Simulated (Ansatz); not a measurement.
# LaBi (model cell, started as CsCl type): following an unstable mode, part 2 of 3

Which phase does LaBi (model cell, started as CsCl type) fall into along its unstable mode, and how much energy does it gain?

Ansatz 0.2.0; DFT PBEsol, scalar-relativistic, plane waves, PAW.

So far, highest frequency on the path or at a solved wavevector (cm⁻¹): step 2 (response at finite wavevector) 118. Also lowest frequency on the path (cm⁻¹): step 2 -53.8.

The structure was built from a prototype and need not be the compound's stable phase.

### Step 4. The mode frozen in, largest atomic shift 0.22 Å

The atoms are moved along the unstable eigenvector, the largest shift by 0.22 Å, with the cell fixed.

Contents of input.yaml:

```yaml
crystal:
  lattice:
    - [3.9810793579, 0.0, 0.0]
    - [0.0, 3.9810793579, 0.0]
    - [0.0, 0.0, 7.9621587158]
  atoms:
    - { symbol: La, position: [0.0390757073, 0.0390757073, 0.0] }
    - { symbol: La, position: [-0.0390757073, -0.0390757073, 0.5] }
    - { symbol: Bi, position: [0.5, 0.5, 0.25] }
    - { symbol: Bi, position: [0.5, 0.5, 0.75] }
kpoints:
  mp_grid: { grid: [10, 10, 6] }
hamiltonian:
  xc: pbesol
scf:
  occupations: { method: methfessel_paxton, width: 0.15 }
output:
  forces: true
  stress: true
  eigenvalues: true
```

On the command line:

```console
ansatz run input.yaml --threads 4 --pin off --max-ram 7168MiB --backend cpu --events-out ev --progress --plain --runs-dir out
```

Numbers of over 12 decimals in the logs are rounded to 6 here.

The log of the run:

```text
[...]
Crystal: 4 atoms, lattice volume = 126.192 Å³
Basis set: ecut = 420 eV, 2475 PW (Γ), exchange–correlation on 54×54×108 points (8 copies of the dense FFT grid, shifted against one another)
Bands: 32, of which v1, the nominal top of the filled ones, is band 26 counted from 1 (25 counted from 0)
Symmetry: 8 space group operations
[...]
k-points: 124 of 600
[...]
k-point 0: bands = [... 22 lower, 11.5456, 11.5548, 11.5834, 11.6596, 12.5276, 12.5320, 12.9869, 13.6211, ... 2 higher]
  k-point 1: bands = [... 22 lower, 11.4511, 11.5997, 11.6297, 11.7394, 12.4396, 12.4975, 12.8983, 13.6611, ... 2 higher]
  k-point 2: bands = [... 22 lower, 11.4339, 11.5569, 11.7066, 12.0117, 12.2097, 12.6604, 12.7895, 13.6377, ... 2 higher]
  k-point 123: bands = [... 22 lower, 9.2450, 9.2450, 10.1859, 10.1859, 13.2706, 13.2706, 13.9115, 13.9115, ... 2 higher]
[key lines of the parts left out:]
SCF converged after 6 iterations
Free energy (F): -36810.017401 eV
Fermi energy:    12.215369 eV
P = ⅓ Tr σ = 0.4979 GPa (4.979 kbar)
```

The job ended after 8.3 s (4 threads of Arm Neoverse V2, shared host; peak memory 0.67 GiB; 32 s of CPU time).

Numbers from this step:

```yaml
pressure: 0.4979 GPa
energy_from_the_undistorted_cell: -7.145 meV/atom
```

The energy, extrapolated to zero smearing, is -7.14 meV/atom against the undistorted cell.

The run ends at a pressure of 0.50 GPa, with forces up to 0.014 eV/Å.

### Step 5. Energy along the mode, all amplitudes (two of the runs are shown above)

An imaginary frequency means negative curvature, so the energy should fall and then rise again as anharmonic terms take over.

Numbers from this step:

```yaml
depth_at_the_lowest_point_sampled: 7.145 meV/atom
largest_atomic_shift_at_that_point: 0.22 Å
```

The energy from the parent by largest atomic shift:

```csv
largest atomic shift (Å),energy from the parent (meV/atom)
0.000,0
0.040,-0.663
0.080,-2.36
0.140,-5.35
0.220,-7.14
0.320,-0.887
0.450,33.0
```

Displacement at unit largest shift by atom:

```
atom   x (Å)   y (Å)  z (Å)   size
 La1   0.707   0.707  0.000  1.000
 La2  -0.707  -0.707  0.000  1.000
 Bi3   0.000   0.000  0.000  0.000
 Bi4   0.000   0.000  0.000  0.000
```

The lowest of the steps tried is at 0.22 Å, 7.14 meV/atom below the parent; the bottom of the well need not coincide with a step.

### Step 6. Relaxation from the frozen mode

Starting from the lowest point found, all atoms and the cell are let go, so that strain and other modes of the same symmetry can join in.

Changes to input.yaml since step 4:

```diff
@@ -20 +20,6 @@
   eigenvalues: true
+relax:
+  adjacent_minimum: "off"
+  f_tol: 0.002
+  max_steps: 120
+  cell: { stress_tol: 0.03 }
```

The log of the run:

```text
[...]
Crystal: 4 atoms, lattice volume = 126.192 Å³
Basis set: ecut = 420 eV, 2475 PW (Γ), exchange–correlation on 54×54×108 points (8 copies of the dense FFT grid, shifted against one another)
Bands: 32, of which v1, the nominal top of the filled ones, is band 26 counted from 1 (25 counted from 0)
Symmetry: 8 space group operations
[...]
k-points: 124 of 600
[...]
SCF iter   1: F=—  HF=-36810.035476 eV  |F-HF|=—  |Δ(HF+E_count)|=         —  Δρ=6.61e-3  dr2=9.13e-2  ethr=1.77e-3  ⟨swp⟩=5.7  Hψ=17552  notcnv=0
[...]
SCF iter   6: F=-36810.017401 eV  HF=-36810.017401 eV  |F-HF|=1.69e-8  |Δ(HF+E_count)|=   2.33e-8  S|Δr|=    0.00e0  Δρ=7.84e-6  dr2=6.47e-8  ethr=1.92e-10  ⟨swp⟩=13.4  Hψ=24720  notcnv=0
SCF 1 converged in 6 iterations: F = -36810.017401 eV  dr2 = 6.47e-8
[...]
relax step   1: F+E_penalty+E_count = -36810.01740071 eV  Δ(F+E_penalty+E_count) = +0.000e0 eV  max|allowed force component| = 9.669e-3 eV/Å  Δτ_max = 0.0000 Å  P = +0.498 GPa  Ω = 126.192 Å³  (6 SCF iters, dr2 threshold 1.00e-7 eV, accepted)
Crystal: 4 atoms, lattice volume = 127.879 Å³
Basis set: ecut = 420 eV, 2479 PW (Γ), exchange–correlation on 54×54×108 points (8 copies of the dense FFT grid, shifted against one another)
[...]
SCF iter   5: F=-36810.023593 eV  HF=-36810.023593 eV  |F-HF|=6.08e-8  |Δ(HF+E_count)|=   4.01e-7  S|Δr|=    0.00e0  Δρ=9.56e-6  dr2=1.50e-7  ethr=7.69e-10  ⟨swp⟩=9.4  Hψ=26438  notcnv=0
SCF 2 converged in 5 iterations: F = -36810.023593 eV  dr2 = 1.50e-7
relax step   2: F+E_penalty+E_count = -36810.02359286 eV  Δ(F+E_penalty+E_count) = -6.192e-3 eV  max|allowed force component| = 2.510e-2 eV/Å  Δτ_max = 0.0016 Å  P = -0.272 GPa  Ω = 127.879 Å³  energy of the carried Pulay correction = -1.530e-4 eV  (5 SCF iters, dr2 threshold 4.00e-7 eV, accepted)
Crystal: 4 atoms, lattice volume = 128.984 Å³
Basis set: ecut = 420 eV, 2507 PW (Γ), exchange–correlation on 54×54×108 points (8 copies of the dense FFT grid, shifted against one another)
[...]
SCF iter   5: F=-36810.035140 eV  HF=-36810.035140 eV  |F-HF|=2.03e-8  |Δ(HF+E_count)|=   4.46e-8  S|Δr|=    0.00e0  Δρ=7.69e-6  dr2=7.02e-8  ethr=7.69e-10  ⟨swp⟩=11.8  Hψ=26501  notcnv=0
SCF 3 converged in 5 iterations: F = -36810.035140 eV  dr2 = 7.02e-8
[...]
relax step   3: F+E_penalty+E_count = -36810.03513995 eV  Δ(F+E_penalty+E_count) = -1.155e-2 eV  max|allowed force component| = 4.114e-2 eV/Å  Δτ_max = 0.0128 Å  P = -0.697 GPa  Ω = 128.984 Å³  energy of the carried Pulay correction = -2.521e-4 eV  (5 SCF iters, dr2 threshold 4.00e-7 eV, accepted)
[... from here on, the SCF cycles and remarks between the steps are left out ...]
relax step   4: F+E_penalty+E_count = -36810.11739366 eV  Δ(F+E_penalty+E_count) = -8.225e-2 eV  max|allowed force component| = 3.986e-2 eV/Å  Δτ_max = 0.0316 Å  P = -1.158 GPa  Ω = 131.045 Å³  energy of the carried Pulay correction = -4.347e-4 eV  (6 SCF iters, dr2 threshold 4.00e-7 eV, accepted)
relax step   5: F+E_penalty+E_count = -36810.14171684 eV  Δ(F+E_penalty+E_count) = -2.432e-2 eV  max|allowed force component| = 3.090e-2 eV/Å  Δτ_max = 0.0146 Å  P = -0.961 GPa  Ω = 131.095 Å³  energy of the carried Pulay correction = -4.391e-4 eV  (5 SCF iters, dr2 threshold 4.00e-7 eV, accepted)
relax step   6: F+E_penalty+E_count = -36810.15397952 eV  Δ(F+E_penalty+E_count) = -1.226e-2 eV  max|allowed force component| = 1.491e-2 eV/Å  Δτ_max = 0.0153 Å  P = +0.219 GPa  Ω = 129.025 Å³  energy of the carried Pulay correction = -2.558e-4 eV  (7 SCF iters, dr2 threshold 4.00e-7 eV, accepted)
relax step   7: F+E_penalty+E_count = -36810.15254675 eV  Δ(F+E_penalty+E_count) = +1.433e-3 eV  max|allowed force component| = 6.330e-2 eV/Å  Δτ_max = 0.0612 Å  P = +0.018 GPa  Ω = 128.998 Å³  energy of the carried Pulay correction = -2.533e-4 eV  (7 SCF iters, dr2 threshold 4.00e-7 eV, rejected (line search))
relax step   8: F+E_penalty+E_count = -36810.15869696 eV  Δ(F+E_penalty+E_count) = -4.717e-3 eV  max|allowed force component| = 2.690e-3 eV/Å  Δτ_max = 0.0078 Å  P = -0.013 GPa  Ω = 129.270 Å³  energy of the carried Pulay correction = -2.776e-4 eV  (9 SCF iters, accepted)
relax step   9: F+E_penalty+E_count = -36810.15957723 eV  Δ(F+E_penalty+E_count) = -8.803e-4 eV  max|allowed force component| = 2.627e-3 eV/Å  Δτ_max = 0.0006 Å  P = -0.043 GPa  Ω = 129.139 Å³  energy of the carried Pulay correction = -2.659e-4 eV  (5 SCF iters, dr2 threshold 1.37e-7 eV, accepted)
relax step  10: F+E_penalty+E_count = -36810.15969366 eV  Δ(F+E_penalty+E_count) = -1.164e-4 eV  max|allowed force component| = 6.219e-4 eV/Å  Δτ_max = 0.0084 Å  P = -0.002 GPa  Ω = 128.938 Å³  energy of the carried Pulay correction = -2.479e-4 eV  (6 SCF iters, dr2 threshold 9.94e-9 eV, accepted)
relax step  11: F+E_penalty+E_count = -36810.15971650 eV  Δ(F+E_penalty+E_count) = -2.283e-5 eV  max|allowed force component| = 2.270e-4 eV/Å  Δτ_max = 0.0053 Å  P = -0.008 GPa  Ω = 128.864 Å³  energy of the carried Pulay correction = -2.414e-4 eV  (8 SCF iters, accepted)
relax step  12: F+E_penalty+E_count = -36810.16082182 eV  Δ(F+E_penalty+E_count) = -1.105e-3 eV  max|allowed force component| = 1.994e-4 eV/Å  Δτ_max = 0.0000 Å  P = +0.014 GPa  Ω = 128.864 Å³  stress off target by 5.13e-2 GPa  SCF on the basis re-selected at this cell (its energy is not comparable with the rows above)  (6 SCF iters)
relax step  13: F+E_penalty+E_count = -36810.16084382 eV  Δ(F+E_penalty+E_count) = -2.200e-5 eV  max|allowed force component| = 2.759e-4 eV/Å  Δτ_max = 0.0041 Å  P = -0.005 GPa  Ω = 128.999 Å³  energy of the carried Pulay correction = -1.216e-5 eV  (5 SCF iters, dr2 threshold 6.59e-9 eV, accepted)
[...]
SCF iter   5: F=-36810.160856 eV  HF=-36810.160856 eV  |F-HF|=7.28e-12  |Δ(HF+E_count)|=  5.09e-11  S|Δr|=    0.00e0  Δρ=4.27e-8  dr2=9.19e-13  ethr=1.00e-12  ⟨swp⟩=5.9  Hψ=21824  notcnv=0
SCF 14 converged in 5 iterations: F = -36810.160856 eV  dr2 = 9.19e-13
relax step  14: F+E_penalty+E_count = -36810.16085621 eV  Δ(F+E_penalty+E_count) = -1.239e-5 eV  max|allowed force component| = 2.709e-4 eV/Å  Δτ_max = 0.0000 Å  P = -0.005 GPa  Ω = 128.999 Å³  stress off target by 1.22e-2 GPa  SCF on the basis re-selected at this cell (its energy is not comparable with the rows above)  (5 SCF iters)
[...]
SCF converged after 5 iterations
[...]
Free energy (F): -36810.160856 eV
[...]
Internal energy: -36810.162326 eV  (E = F + TS)
E sigma→0 (E₀):  -36810.161224 eV
Entropy (-TS):   0.001470 eV (0.367 meV/atom)
Fermi energy:    11.901204 eV
[...]
--- Forces (eV/Å), atoms counted from 1 ---
  atom   1  La     0.00027086     0.00027086     0.00000000
  atom   2  La    -0.00027086    -0.00027086     0.00000000
  atom   3  Bi     0.00000000     0.00000000     0.00000000
  atom   4  Bi     0.00000000     0.00000000     0.00000000
  max |Σ_I F_I| component: 3.03e-28 eV/Å
--- Stress (GPa, compression-positive) ---
       -0.006394       0.005811       0.000000
        0.005811      -0.006394       0.000000
        0.000000       0.000000      -0.003096
  P = ⅓ Tr σ = -0.0053 GPa (-0.053 kbar)
--- Band table (eV; the first three rows and the last of 124) ---
  k-point 0: bands = [... 22 lower, 11.2639, 11.2927, 11.5112, 11.7258, 12.3205, 12.3945, 12.8806, 13.3441, ... 2 higher]
  k-point 1: bands = [... 22 lower, 10.7629, 11.2539, 11.5695, 12.0040, 12.3240, 12.4025, 12.7431, 13.3713, ... 2 higher]
  k-point 2: bands = [... 22 lower, 10.8701, 11.1503, 11.7472, 12.2483, 12.3277, 12.4097, 12.5390, 13.2336, ... 2 higher]
  k-point 123: bands = [... 22 lower, 9.2985, 9.2985, 9.6881, 9.6881, 12.9041, 12.9041, 13.5321, 13.5321, ... 2 higher]
--- Relaxed structure (12 steps of the walk, 11 accepted, 2 SCFs on fresh bases) ---
  F+E_penalty+E_count = -36810.16085621 eV   max|allowed force component| = 2.709e-4 eV/Å   (the final SCF, on the basis selected at the relaxed cell)
  cell:  # Å, volume = 128.9992 Å³
    - [3.935858, 0.378810, 0.0]
    - [0.378810, 3.935858, 0.0]
    - [0.0, 0.0, 8.405235]
  atoms:
    - { symbol: La, position: [0.051550, 0.051550, 0] }
    - { symbol: La, position: [-0.051550, -0.051550, 0.5] }
    - { symbol: Bi, position: [0.5, 0.5, 0.25] }
    - { symbol: Bi, position: [0.5, 0.5, 0.750000] }
```

Run time: 2.1 min. Hardware: 4 threads; peak memory 0.74 GiB; 8.3 min of CPU time.

Relaxation path:

```
step  energy less that of the first step (eV)  largest force component (eV/Å)  pressure (GPa)  volume (Å³)
   1                                   0.0000                          0.0097            0.50       126.19
   2                                  -0.0062                          0.0251           -0.27       127.88
   3                                  -0.0177                          0.0411           -0.70       128.98
   4                                  -0.1000                          0.0399           -1.16       131.05
   5                                  -0.1243                          0.0309           -0.96       131.10
   6                                  -0.1366                          0.0149            0.22       129.03
   7                                  -0.1351                          0.0633            0.02       129.00
   8                                  -0.1413                          0.0027           -0.01       129.27
   9                                  -0.1422                          0.0026           -0.04       129.14
  10                                  -0.1423                          0.0006            0.00       128.94
  11                                  -0.1423                          0.0002           -0.01       128.86
 12*                                  -0.1434                          0.0002            0.01       128.86
  13                                  -0.1434                          0.0003           -0.01       129.00
 14*                                  -0.1435                          0.0003           -0.01       129.00
```

Relaxation steps marked * repeat the geometry before them on a plane-wave basis chosen anew for their cell, so energy and pressure can jump there. Relaxation step 7 was tried and not accepted.

Forces are held to the 8 operations that the run works with; a distortion that breaks them can't arise in this run.

```csv
"conventional cell, symmetrised",before,after,change
a (Å),5.630,5.030,-10.7 %
b (Å),5.630,6.102,+8.4 %
c (Å),7.962,8.405,+5.6 %
volume (Å³/atom),31.55,32.25,+2.2 %
```

The atoms that moved most (Å, as changes of fractional coordinates times the final cell):

```csv
atom,dx,dy,dz,length
La1,0.054,0.054,0.000,0.076
La2,-0.054,-0.054,0.000,0.076
```

Final coordinates:

```cif
data_structure
_symmetry_space_group_name_H-M 'P 1'
_symmetry_Int_Tables_number 1
_cell_length_a 3.9540
_cell_length_b 3.9540
_cell_length_c 8.4052
_cell_angle_alpha 90.000
_cell_angle_beta 90.000
_cell_angle_gamma 79.005
_cell_volume 129.00
loop_
_atom_site_label
_atom_site_type_symbol
_atom_site_fract_x
_atom_site_fract_y
_atom_site_fract_z
_atom_site_occupancy
La1 La 0.05155 0.05155 0.00000 1
La2 La 0.94845 0.94845 0.50000 1
Bi3 Bi 0.50000 0.50000 0.25000 1
Bi4 Bi 0.50000 0.50000 0.75000 1
```

This step gave:

* pressure: -0.005295 GPa
* volume per atom: 32.25 Å³

The distorted start has space group Cmcm; the relaxation ends in Cmcm.

### Step 7. The new phase in its own primitive cell

The relaxed structure is symmetrised, reduced to its primitive cell and relaxed tightly, as its phonons need.

input.yaml, the sections that differ from step 6:

```yaml
crystal:
  lattice:
    - [2.5152127855, -3.0509305332, 0.0]
    - [2.5152127855, 3.0509305332, 0.0]
    - [0.0, 0.0, 8.405235288]
  atoms:
    - { symbol: La, position: [0.9484502434, 0.0515497566, 0.75] }
    - { symbol: La, position: [0.0515497566, 0.9484502434, 0.25] }
    - { symbol: Bi, position: [0.5, 0.5, 0.0] }
    - { symbol: Bi, position: [0.5, 0.5, 0.5] }
relax:
  adjacent_minimum: "off"
  f_tol: 0.001
  max_steps: 60
  cell: { stress_tol: 0.01 }
# kpoints, hamiltonian, scf, output: as in step 6
```

The log of the run:

```text
[...]
Crystal: 4 atoms, lattice volume = 128.999 Å³
Basis set: ecut = 420 eV, 2555 PW (Γ), exchange–correlation on 54×54×120 points (8 copies of the dense FFT grid, shifted against one another)
Bands: 32, of which v1, the nominal top of the filled ones, is band 26 counted from 1 (25 counted from 0)
Symmetry: 8 space group operations
[...]
k-points: 124 of 600
[...]
--- Relaxed structure (2 steps of the walk, 2 accepted, 1 SCFs on fresh bases) ---
[...]
cell:  # Å, volume = 128.9822 Å³
    - [2.514800, -3.051001, 0]
    - [2.514800, 3.051001, 0]
    - [0, 0, 8.405313]
  atoms:
    - { symbol: La, position: [0.948408, 0.051592, 0.75] }
    - { symbol: La, position: [0.051592, 0.948408, 0.250000] }
    - { symbol: Bi, position: [0.5, 0.5, 0] }
    - { symbol: Bi, position: [0.5, 0.5, 0.500000] }
[key lines of the parts left out:]
SCF converged after 6 iterations
Free energy (F): -36810.160857 eV
Fermi energy:    11.903126 eV
P = ⅓ Tr σ = 0.0040 GPa (0.040 kbar)
```

Elapsed: 24 s, on 4 threads; peak memory 0.74 GiB.

Little changed from the start: no atom moved by 0.005 Å and no cell edge by 0.1 %.

This step gave:

```yaml
pressure: 0.003990 GPa
```

The largest force component left is 0.18 meV/Å and the pressure is 0.004 GPa, within the tolerances set. The cell now holds 32.25 Å³/atom.

(Continued in part 3 of 3.)

[Logs are printed without paths, hosts, clocks, repeated set-up lines and the standing remarks that a program may print on its own settings, such as how far it seeks lower states.]

[Hosts, paths, dates, database ids (printed as entryN), source tags and the programs' standing remarks are cut or masked in the printed files.]
